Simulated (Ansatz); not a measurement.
## SbP (model cell, started as rocksalt type): a soft mode frozen in

Which phase does SbP (model cell, started as rocksalt type) fall into along its unstable mode, and how much energy does it gain?

Program: Ansatz 0.2.0. Level of theory: DFT PBEsol, scalar-relativistic, plane waves, norm-conserving pseudopotentials. Results are calculated unless marked as measured.

This is a report of a sequence of runs, with most program output left out.

The structure was built from a prototype and need not be the compound's stable phase.

### Step 1. The starting structure

It takes space group Fm-3m (No. 225, cubic). The conventional cell has a = 5.557 Å, b = 5.557 Å, c = 5.557 Å, α = 90.00°, β = 90.00°, γ = 90.00°. Sb has 6 P at 2.78 Å nearest. P has 6 Sb at 2.78 Å nearest. Farther neighbours are not listed.

### Step 2. Response at finite wavevector

The cell comes from relaxations at this level that are not shown. Stability and thermal properties need the whole zone. Linear response on a 4×4×4 q mesh gives force constants as far as a supercell of that size would.

File input.yaml:

```yaml
crystal:
  lattice:
    - [0.0, 2.7784949752, 2.7784949752]
    - [2.7784949752, 0.0, 2.7784949752]
    - [2.7784949752, 2.7784949752, 0.0]
  atoms:
    - { symbol: Sb, position: [0.0, 0.0, 0.0] }
    - { symbol: P, position: [0.5, 0.5, 0.5] }
kpoints:
  mp_grid: { grid: [12, 12, 12] }
hamiltonian:
  xc: pbesol
  pseudopotentials: { kind: nc }
scf:
  occupations: { method: methfessel_paxton, width: 0.15 }
output:
  eigenvalues: true
phonons:
  method: dfpt
  qmesh: [4, 4, 4]
  temperatures: { t_max: 1000, t_step: 50 }
  qpath:
    path:
      - [[0.0, 0.0, 0.0], [0.5, 0.0, 0.5], [0.625, 0.25, 0.625]]
      - [[0.375, 0.375, 0.75], [0.0, 0.0, 0.0], [0.5, 0.5, 0.5], [0.5, 0.25, 0.75], [0.5, 0.0, 0.5]]
    npoints: 10
```

The run is started by

```
$ ansatz run input.yaml --threads 4 --pin off --max-ram 7168MiB --backend cpu --events-out ev --progress --plain --runs-dir out
```

It took 16 min on 4 threads of Arm Neoverse V2, shared host; peak memory 5.8 GiB.

This step gave:

```yaml
volume_per_atom: 21.45 Å³
gap_on_the_k_mesh: 0 eV
sum_rule_residual_before_enforcement: 3.43e-5 eV/Å²
lowest_frequency_on_the_path: -171.9 cm⁻¹
point_group: m-3m
highest_frequency_on_the_path_or_at_a_solved_wavevector: 277.5 cm⁻¹
highest_optical_mode_at_the_zone_centre_no_lo_to_term: -171.9 cm⁻¹
lowest_optical_zone_centre_mode: -171.9 cm⁻¹
lowest_mode_on_the_q_mesh_acoustic_modes_at_gamma_apart: -171.9 cm⁻¹
```

Frequencies (cm⁻¹) solved at each irreducible wavevector; negative means imaginary. Frequencies by wavevector, by row:

```csv
q in reciprocal lattice units,star,mode 1,mode 2,mode 3,mode 4,mode 5,mode 6
0 0 0,1,-171.9,-171.9,-171.9,0,0,0
0 0 0.25,8,73,73,106.3,217.1,217.1,245.9
0 0 -0.5,4,109.2,109.2,161.3,243.8,243.8,267.3
0 0.25 0.25,6,46.5,46.5,110.9,110.9,120.1,231.6
0 0.25 -0.5,24,86.1,90.7,123.9,184.6,195.2,219.7
0 0.25 -0.25,12,72.2,105.4,135.4,141.5,228.8,250.3
0 -0.5 -0.5,3,59.4,59.4,79.9,155.7,162.1,162.1
0.25 -0.5 -0.25,6,79.8,79.8,122.6,161.8,161.8,234.9
```

Interpolated from a 4×4×4 q mesh. Phonon branches along the path, in cm⁻¹:

```csv
point,branch 1,branch 2,branch 3,branch 4,branch 5,branch 6
Γ,-172,-172,-172,0,0,0
halfway,46,46,111,111,120,232
X,59,59,80,156,162,162
halfway,68,79,82,161,173,185
U,80,82,106,158,193,221
jump to K,80,82,106,158,193,221
halfway,62,93,124,158,236,257
Γ,-172,-172,-172,0,0,0
halfway,73,73,106,217,217,246
L,109,109,161,244,244,267
halfway,89,98,139,192,200,240
W,80,80,123,162,162,235
halfway,73,82,93,163,166,208
X,59,59,80,156,162,162
```

Symmetry leaves 8 wavevectors to solve. The lowest mode among them, the acoustic zeros apart, lies at Γ and is imaginary, 171.9i cm⁻¹, so the energy falls along it.

### Step 3. The mode frozen in, largest atomic shift 0 Å

The mode followed lies at Γ with frequency 171.9i cm⁻¹ and is 3-fold degenerate, the softest among the wavevectors solved. At small amplitude the distorted cell has space group no. 160 by a symmetry search on the positions. The undistorted cell that holds it gives the zero of energy on the same k mesh.

input.yaml, the sections that differ from step 2:

```yaml
output:
  forces: true
  stress: true
  eigenvalues: true
# crystal, kpoints, hamiltonian, scf: as in step 2
# phonons: removed
```

The job ended after 1.6 s (4 threads; peak memory 0.46 GiB; 6.2 s of CPU time).

This step gave:

- pressure: 1.89e-4 GPa
- energy from the undistorted cell: 0 meV/atom

The run ends at a pressure of 0.00 GPa.

### Step 4. The mode frozen in, largest atomic shift 0.22 Å

The atoms are moved along the unstable eigenvector, the largest shift by 0.22 Å, with the cell fixed.

input.yaml, the sections that differ from step 3:

```yaml
crystal:
  lattice:
    - [0.0, 2.7784949752, 2.7784949752]
    - [2.7784949752, 0.0, 2.7784949752]
    - [2.7784949752, 2.7784949752, 0.0]
  atoms:
    - { symbol: Sb, position: [0.0174434753, -0.0058144918, -0.0058144918] }
    - { symbol: P, position: [0.4314284926, 0.5228571691, 0.5228571691] }
# kpoints, hamiltonian, scf, output: as in step 3
```

Wall time 6.7 s (4 threads); peak memory 0.58 GiB.

Numbers from this step:

| Quantity | Value |
| --- | --- |
| pressure | 2.712 GPa |
| energy from the undistorted cell | -17.97 meV/atom |

The energy, extrapolated to zero smearing, is -17.97 meV/atom against the undistorted cell.

The run ends at a pressure of 2.71 GPa, with forces up to 0.14 eV/Å.

### Step 5. Energy along the mode, all amplitudes (two of the runs are shown above)

An imaginary frequency means negative curvature, so the energy should fall and then rise again as anharmonic terms take over.

This step gave:

| Item | Value |
| --- | --- |
| depth at the lowest point sampled | 17.97 meV/atom |
| largest atomic shift at that point | 0.22 Å |

The energy from the parent by largest atomic shift:

```csv
largest atomic shift (Å),energy from the parent (meV/atom)
0.000,0
0.040,-1.67
0.080,-6.12
0.140,-15.0
0.220,-18.0
0.320,13.0
```

Displacement at unit largest shift by atom:

```csv
atom,x (Å),y (Å),z (Å),size
Sb1,-0.147,0.147,0.147,0.255
P2,0.577,-0.577,-0.577,0.999
```

The lowest of the steps tried is at 0.22 Å, 18.0 meV/atom below the parent; the bottom of the well need not coincide with a step.

### Step 6. Relaxing from the distorted cell

Starting from the lowest point found, all atoms and the cell are let go, so that strain and other modes of the same symmetry can join in.

input.yaml, as its differences from that of step 4:

```diff
@@ -19 +19,10 @@
   eigenvalues: true
+  write_density: true
+  write_potential: true
+  elf: true
+  volumetric_format: npy
+relax:
+  adjacent_minimum: "off"
+  f_tol: 0.002
+  max_steps: 120
+  cell: { stress_tol: 0.03 }
```

Elapsed: 80 s, on 4 threads; peak memory 0.68 GiB; 5.3 min of CPU time.

Step by step:

```csv
step,energy less that of the first step (eV),largest force component (eV/Å),pressure (GPa),volume (Å³)
1,0.0000,0.0828,2.71,42.90
2,-0.0135,0.0919,-1.81,45.51
3,-0.0199,0.0284,-0.10,44.54
4,-0.0201,0.0005,-0.13,44.68
5,-0.0202,0.0001,0.00,44.61
6*,-0.0222,0.0001,0.13,44.61
7,-0.0223,0.0003,0.02,44.73
8,-0.0223,0.0000,0.00,44.75
9*,-0.0223,0.0000,0.00,44.75
```

Relaxation steps marked * repeat the geometry before them on a plane-wave basis chosen anew for their cell, so energy and pressure can jump there.

The run keeps the 6 symmetry operations that it works with, so distortions that break them were not tested.

```csv
"conventional cell, symmetrised",before,after,change
a (Å),3.929,3.926,-0.1 %
b (Å),3.929,3.926,-0.1 %
c (Å),9.625,10.059,+4.5 %
volume (Å³/atom),21.45,22.38,+4.3 %
```

The atoms that moved most (Å, as changes of fractional coordinates times the final cell):

```csv
atom,dx,dy,dz,length
Sb1,-0.008,0.008,0.008,0.013
P2,0.008,-0.008,-0.008,0.013
```

The relaxed structure:

```xyz
2
Lattice="-0.0853 2.8612 2.8612 2.7758 0.0000 2.7758 2.7758 2.7758 0.0000" Properties=species:S:1:pos:R:3 pbc="T T T"
Sb   -0.0413    0.0413    0.0413
P     2.8735    2.6782    2.6782
```

Numbers from this step:

```yaml
pressure: 0.002229 GPa
volume_per_atom: 22.38 Å³
```

ELF in the ac plane of the conventional cell at fractional y = 0.007, with atoms of Sb and P within 0.2 Å of it. It is the smooth field of the valence electrons, not physical close to the nuclei.

Values, 16 rows by 16 columns, each cell a mean:
```
0.26 0.38 0.33 0.43 0.42 0.68 0.81 0.44 0.08 0.27 0.75 0.79 0.59 0.33 0.35 0.28
0.36 0.32 0.41 0.40 0.33 0.58 0.77 0.70 0.53 0.61 0.74 0.68 0.52 0.37 0.30 0.35
0.37 0.43 0.42 0.26 0.20 0.42 0.69 0.81 0.83 0.78 0.67 0.48 0.34 0.34 0.36 0.35
0.42 0.39 0.26 0.14 0.12 0.29 0.54 0.69 0.73 0.67 0.50 0.28 0.16 0.20 0.30 0.39
0.53 0.48 0.34 0.21 0.19 0.29 0.40 0.44 0.45 0.46 0.40 0.23 0.12 0.16 0.33 0.48
0.80 0.74 0.63 0.48 0.37 0.34 0.28 0.29 0.30 0.30 0.35 0.31 0.20 0.34 0.63 0.77
0.72 0.72 0.78 0.70 0.53 0.32 0.32 0.37 0.32 0.36 0.32 0.38 0.34 0.57 0.82 0.84
0.21 0.38 0.78 0.80 0.59 0.31 0.37 0.15 0.08 0.37 0.32 0.41 0.43 0.68 0.85 0.61
0.08 0.27 0.75 0.79 0.59 0.33 0.35 0.28 0.26 0.38 0.33 0.43 0.42 0.68 0.81 0.44
0.53 0.61 0.74 0.68 0.52 0.37 0.30 0.35 0.36 0.32 0.41 0.40 0.33 0.58 0.77 0.70
0.83 0.78 0.67 0.48 0.34 0.34 0.36 0.35 0.37 0.43 0.42 0.26 0.20 0.42 0.69 0.81
0.73 0.67 0.50 0.28 0.16 0.20 0.30 0.39 0.42 0.39 0.26 0.14 0.12 0.29 0.54 0.69
0.45 0.46 0.40 0.23 0.12 0.16 0.33 0.48 0.53 0.48 0.34 0.21 0.19 0.29 0.40 0.44
0.30 0.30 0.35 0.31 0.20 0.34 0.63 0.77 0.80 0.74 0.63 0.48 0.37 0.34 0.28 0.29
0.32 0.36 0.32 0.38 0.34 0.57 0.82 0.84 0.72 0.72 0.78 0.70 0.53 0.32 0.32 0.37
0.08 0.37 0.32 0.41 0.43 0.68 0.85 0.61 0.21 0.38 0.78 0.80 0.59 0.31 0.37 0.15
```
Columns run along a (5.6 Å), rows up along c (5.6 Å), edges of the conventional cell, whose origin can differ from the input's. Atoms in or near the plane, at fractional coordinates: Sb at (0.99, 0.01), Sb at (0.49, 0.51), P at (0.02, 0.48), P at (0.52, 0.98).

Electrostatic potential energy in the ac plane of the conventional cell at fractional y = 0.007, with atoms of Sb and P within 0.2 Å of it. With pseudopotentials it is smooth inside the atoms' cores, unlike the true potential.

Ten even steps from '0' (-64 eV) to '9' (15 eV), each cell a mean:
```
9768986100588769
6689997423789866
7899998777899987
9999999889999999
9999998888999999
8899987556899998
4579876996689986
0158867988689972
0058876997689861
2378986666899974
7789998778999987
8999999999999998
8899999999999988
5689999888999875
9668998645798769
8868997201588679
```
Columns run along a (5.6 Å; values clipped at the 3rd and 97th percentile), rows up along c (5.6 Å), edges of the conventional cell, whose origin can differ from the input's. Atoms in or near the plane, at fractional coordinates: Sb at (0.99, 0.01), Sb at (0.49, 0.51), P at (0.02, 0.48), P at (0.52, 0.98).

Valence density in the ac plane of the conventional cell at fractional y = 0.007, with atoms of Sb and P within 0.2 Å of it. It is the smooth field of the valence electrons, not physical close to the nuclei.

Values in e/Å³, 16 rows by 16 columns, each cell a mean:
```
7.9 4.9 0.9 0.3 0.2 0.3 0.6 0.5 0.2 0.4 0.7 0.5 0.4 0.7 3.7 8.0
3.1 1.3 0.4 0.2 0.2 0.3 0.5 0.7 0.6 0.6 0.6 0.4 0.3 0.4 1.0 2.9
0.6 0.4 0.2 0.1 0.1 0.2 0.3 0.6 0.6 0.6 0.4 0.2 0.2 0.2 0.3 0.5
0.3 0.2 0.1 0.1 0.1 0.1 0.3 0.4 0.5 0.4 0.2 0.1 0.1 0.1 0.2 0.2
0.3 0.2 0.2 0.1 0.1 0.2 0.3 0.5 0.5 0.4 0.2 0.1 0.1 0.1 0.2 0.2
0.5 0.4 0.3 0.2 0.2 0.3 0.6 1.5 1.8 0.9 0.4 0.2 0.1 0.1 0.2 0.4
0.7 0.6 0.5 0.4 0.3 0.5 2.4 7.2 7.7 4.0 0.8 0.3 0.2 0.2 0.4 0.6
0.3 0.5 0.7 0.5 0.4 0.8 5.1 5.9 3.6 7.0 1.2 0.3 0.2 0.3 0.6 0.6
0.2 0.4 0.7 0.5 0.4 0.7 3.7 8.0 7.9 4.9 0.9 0.3 0.2 0.3 0.6 0.5
0.6 0.6 0.6 0.4 0.3 0.4 1.0 2.9 3.1 1.3 0.4 0.2 0.2 0.3 0.5 0.7
0.6 0.6 0.4 0.2 0.2 0.2 0.3 0.5 0.6 0.4 0.2 0.1 0.1 0.2 0.3 0.6
0.5 0.4 0.2 0.1 0.1 0.1 0.2 0.2 0.3 0.2 0.1 0.1 0.1 0.1 0.3 0.4
0.5 0.4 0.2 0.1 0.1 0.1 0.2 0.2 0.3 0.2 0.2 0.1 0.1 0.2 0.3 0.5
1.8 0.9 0.4 0.2 0.1 0.1 0.2 0.4 0.5 0.4 0.3 0.2 0.2 0.3 0.6 1.5
7.7 4.0 0.8 0.3 0.2 0.2 0.4 0.6 0.7 0.6 0.5 0.4 0.3 0.5 2.4 7.2
3.6 7.0 1.2 0.3 0.2 0.3 0.6 0.6 0.3 0.5 0.7 0.5 0.4 0.8 5.1 5.9
```
Columns run along a (5.6 Å), rows up along c (5.6 Å), edges of the conventional cell, whose origin can differ from the input's. Atoms in or near the plane, at fractional coordinates: Sb at (0.99, 0.01), Sb at (0.49, 0.51), P at (0.02, 0.48), P at (0.52, 0.98).

The distorted start has space group R3m; the relaxation ends in R3m.

### Step 7. The new phase in its own primitive cell

The relaxed structure is symmetrised, reduced to its primitive cell and relaxed tightly, as its phonons need.

input.yaml, the sections that differ from step 6:

```yaml
crystal:
  lattice:
    - [1.9628202708, 1.1332348117, 3.3530665843]
    - [-1.9628202708, 1.1332348117, 3.3530665843]
    - [0.0, -2.2664696235, 3.3530665843]
  atoms:
    - { symbol: Sb, position: [0.9928873742, 0.9928873742, 0.9928873742] }
    - { symbol: P, position: [0.5241553033, 0.5241553033, 0.5241553033] }
output:
  forces: true
  stress: true
  eigenvalues: true
relax:
  adjacent_minimum: "off"
  f_tol: 0.001
  max_steps: 60
  cell: { stress_tol: 0.01 }
# kpoints, hamiltonian, scf: as in step 6
```

It took 28 s on 4 threads; peak memory 0.68 GiB; 1.8 min of CPU time.

Little changed from the start: no atom moved by 0.005 Å and no cell edge by 0.1 %.

Numbers from this step:

* pressure: -0.001968 GPa

The largest force component left is 0.51 meV/Å and the pressure is -0.002 GPa, within the tolerances set. The cell now holds 22.38 Å³/atom.

### Step 8. Modes of the new phase

A relaxed structure may still be a saddle point, so its zone-centre modes are computed. No field response is asked, since the mesh shows no gap.

input.yaml, the sections that differ from step 7:

```yaml
crystal:
  lattice:
    - [1.9627256018, 1.1331801545, 3.3537085509]
    - [-1.9627256018, 1.1331801545, 3.3537085509]
    - [0.0, -2.2663603091, 3.3537085509]
  atoms:
    - { symbol: Sb, position: [0.992883617, 0.992883617, 0.992883617] }
    - { symbol: P, position: [0.5241590605, 0.5241590605, 0.5241590605] }
output:
  eigenvalues: true
phonons:
  method: dfpt
# kpoints, hamiltonian, scf: as in step 7
# relax: removed
```

The job ended after 1.8 min (4 threads; peak memory 3.8 GiB; 7 min of CPU time).

This step gave:

| Quantity | Value |
| --- | --- |
| sum-rule residual before enforcement | 8.32e-5 eV/Å² |
| point group | 3m |
| highest optical mode at the zone centre (no LO-TO term) | 233.4 cm⁻¹ |
| lowest optical zone-centre mode | 147.3 cm⁻¹ |

Patterns of degenerate modes are one choice out of their space. Modes at Γ, with each element's share of the kinetic energy:

```csv
mode,frequency (cm⁻¹),symmetry,Sb %,P %
1,0.0,acoustic,80,20
2,0.0,acoustic,80,20
3,0.0,acoustic,80,20
4,147.3,E,20,80
5,147.3,E,20,80
6,233.4,A1,20,80
```

Displacements in mode 4 (147.3 cm⁻¹), the largest set to 1:
```
Sb1 -0.25  0.00  0.00
P2   1.00  0.00  0.00
```

Displacements in mode 6 (233.4 cm⁻¹), the largest set to 1:
```
Sb1  0.00  0.00 -0.25
P2   0.00  0.00  1.00
```

Before it was imposed, the acoustic sum rule was missed by 8.3e-5 eV/Å². Small misses are needed for a sound result but don't prove that mesh and cutoff are converged. The lowest optical mode is real, 147 cm⁻¹.

### Step 9. Results

```json
{
  "unstable mode of the parent": "q = (0, 0, 0), 172i cm⁻¹",
  "depth at the lowest point sampled": "18.0 meV/atom",
  "largest atomic shift at that point": "0.22 Å",
  "space group reached (within 0.01 Å)": "R3m",
  "energy gained over the parent (first relaxation, on the mesh of the frozen mode)": "29.1 meV/atom",
  "volume per atom, phase reached": "22.4 Å³",
  "lowest optical zone-centre mode, phase reached": "147 cm⁻¹",
  "highest optical mode at the zone centre (no LO-TO term), phase reached": "233 cm⁻¹"
}
```

**Reading.** Along this mode the structure falls into R3m, 29.1 meV/atom below the parent. At the parent's cell the well is 17.97 meV/atom deep on the steps tried, with its lowest point at a shift of 0.22 Å. Relaxing atoms and cell changes the gain by +11.17 meV/atom against the lowest step (energies at zero smearing). The new phase has no imaginary mode at the zone centre of its cell; other wavevectors were not checked. Of the 3 patterns followed to their end from this parent, this one reaches the lowest energy. Each path keeps the symmetry of its pattern, so a lower phase may lie along a pattern not tried. With no gap, or one that is small against the smearing, the frequencies hang on the k mesh and the smearing, most of all near Kohn anomalies. A semilocal functional can close a gap that the real compound would have, so the metallic treatment may be an artefact of the level. Spin-orbit coupling is left out, which can matter for the heavy elements here. A phonon run warned that its eigensolver left some bands unconverged in a pass. The starting cell was built on a prototype and not taken from a measurement, so the phase need not exist.

[Logs are printed without paths, hosts, clocks, repeated set-up lines and the standing remarks that a program may print on its own settings, such as how far it seeks lower states.]

[Hosts, paths, dates, database ids (printed as entryN), source tags and the programs' standing remarks are cut or masked in the printed files.]
